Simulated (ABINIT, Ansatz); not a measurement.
An input for Ansatz 0.2.0 (NaMgF3 (Pm-3m)):

```yaml
crystal:
  lattice:
    - [3.950839, 0.0, 0.0]
    - [0.0, 3.950839, 0.0]
    - [0.0, 0.0, 3.950839]
  atoms:
    - { symbol: Na, position: [0.0, 0.0, 0.0] }
    - { symbol: Mg, position: [0.5, 0.5, 0.5] }
    - { symbol: F, position: [0.5, 0.5, 0.0] }
    - { symbol: F, position: [0.5, 0.0, 0.5] }
    - { symbol: F, position: [0.0, 0.5, 0.5] }
kpoints:
  mp_grid: { grid: [6, 6, 6] }
hamiltonian:
  xc: lda
scf:
  occupations: { method: fixed }
dielectric: {}
```

```sh
ansatz run input.yaml --threads 1 --pin off --max-ram 1382MiB --backend cpu --events-out ev --progress --plain --runs-dir out
```

How long will it take on 1 thread of Arm Neoverse V1, shared host, and how much memory?

It took 21 s; on shared hardware allow 11 s to 43 s. Peak host memory was 0.43 GiB.

[Paths, hosts, dates, memory and timing lines, banners, echoed tables and standing remarks are left out of the program output.]

[Logs are printed without paths, hosts, clocks, repeated set-up lines and the standing remarks that a program may print on its own settings, such as how far it seeks lower states.]

[Runs of the session that timed out or met a known fault of the program may be left out.]

[Hosts, paths, dates, database ids (printed as entryN), source tags and the programs' standing remarks are cut or masked in the printed files.]

[G0W0 gaps are taken among the corrected bands and points alone; a level outside them can change the order at an edge.]

[Where Ansatz stands beside ABINIT at settings called matched, ABINIT's density can come from a denser mesh and the files from another edition; pairs whose starting gaps differed by over 0.03 eV were left out, so agreement reads better than it is.]
